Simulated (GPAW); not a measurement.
The O K edge of atom 2 in SnO2 (R-3m), with 3 Sn at 2.13 Å (pyramidal, site symmetry 3m), was computed in 3 ways: full core hole (charged cell), half core hole and no core hole. Program and functional: GPAW, LDA, Gaussian full width 0.9 eV up to 4 eV, rising linearly to 3.5 eV at 25 eV; cells of 3 and 21 atoms (the run without a hole in the smaller).

Each run is counted from its own lowest empty level or Fermi level and scaled to a mean of 1 over its first 20 eV.

```tsv
E (eV)	run 1	run 2	run 3
-2.0	0.00	0.00	0.00
-1.5	0.00	0.00	0.00
-1.0	0.00	0.00	0.00
-0.5	0.00	0.00	0.00
0.0	0.01	0.02	0.01
0.5	0.10	0.08	0.09
1.0	0.32	0.27	0.28
1.5	0.69	0.45	0.47
2.0	2.03	0.63	1.10
2.5	3.36	1.35	2.25
3.0	2.47	2.33	3.04
3.5	1.33	2.84	2.19
4.0	0.71	1.69	1.07
4.5	0.41	0.63	0.45
5.0	0.56	0.47	0.51
5.5	0.90	0.66	0.73
6.0	1.19	0.70	0.89
6.5	1.77	0.87	1.32
7.0	2.34	1.45	1.96
7.5	2.34	2.01	2.31
8.0	1.95	2.06	2.16
8.5	1.68	1.92	1.91
9.0	1.76	2.11	2.01
9.5	1.87	2.53	2.23
10.0	1.65	2.62	2.10
10.5	1.18	2.20	1.60
11.0	0.73	1.53	1.04
11.5	0.45	0.93	0.62
12.0	0.30	0.54	0.38
12.5	0.22	0.34	0.25
13.0	0.19	0.25	0.20
13.5	0.20	0.22	0.20
14.0	0.24	0.24	0.24
14.5	0.32	0.30	0.30
15.0	0.42	0.38	0.39
15.5	0.53	0.47	0.49
16.0	0.63	0.54	0.57
16.5	0.68	0.58	0.62
17.0	0.70	0.61	0.64
17.5	0.70	0.61	0.64
18.0	0.68	0.59	0.62
18.5	0.65	0.56	0.59
19.0	0.64	0.53	0.57
19.5	0.64	0.51	0.55
20.0	0.66	0.50	0.55
20.5	0.69	0.50	0.57
21.0	0.75	0.52	0.61
21.5	0.82	0.55	0.65
22.0	0.89	0.58	0.70
22.5	0.96	0.62	0.75
23.0	1.03	0.66	0.81
23.5	1.10	0.71	0.87
24.0	1.17	0.77	0.94
24.5	1.25	0.84	1.02
25.0	1.33	0.92	1.10
25.5	1.39	1.00	1.18
26.0	1.41	1.07	1.24
26.5	1.40	1.12	1.26
27.0	1.36	1.15	1.25
27.5	1.29	1.14	1.22
28.0	1.21	1.10	1.16
28.5	1.12	1.05	1.08
29.0	1.04	0.98	1.01
29.5	0.98	0.92	0.94
30.0	0.92	0.86	0.88
30.5	0.88	0.81	0.84
31.0	0.86	0.78	0.81
31.5	0.85	0.76	0.80
32.0	0.85	0.76	0.80
```

Which run is which?

Run 1: full core hole (charged cell) (area from −2 to 6 eV 6.7, main maxima 2.5 eV (3.36), 7.2 eV (2.42), 9.5 eV (1.87) and 17.1 eV (0.70)). Run 2: no core hole (area from −2 to 6 eV 5.9, main maxima 3.4 eV (2.88), 7.8 eV (2.10), 9.8 eV (2.64) and 17.3 eV (0.61)). Run 3: half core hole (area from −2 to 6 eV 6.3, main maxima 3.0 eV (3.04), 7.6 eV (2.32), 9.6 eV (2.24) and 17.1 eV (0.64)). With each curve scaled to its own mean, the area from −2 to 6 eV with the hole is 6.7 against 5.9, and the centre of weight from −1 to 20 eV moves by -0.4 eV (first and strongest maxima below 20 eV: 3.4 eV (2.88), 7.8 eV (2.10) and 9.8 eV (2.64) without the hole, 2.5 eV (3.36), 7.2 eV (2.42) and 9.5 eV (1.87) with it); the shape changes all the same, by 48 % r.m.s.

[Banner, clock and machine lines of the logs are left out without a mark of their own.]

[Logs are printed without paths, hosts, clocks, repeated set-up lines and the standing remarks that a program may print on its own settings, such as how far it seeks lower states.]

[Hosts, paths, dates, database ids (printed as entryN), source tags and the programs' standing remarks are cut or masked in the printed files.]

[Lists of maxima count a maximum above −3 eV only where it reaches 4 % of the highest in the window and stands out from its surroundings by 2 % of it (1.5 % where it reaches 55 %); shoulders and weaker maxima are passed over, and of the rest the first, up to two pre-edge ones and the few strongest are named.]
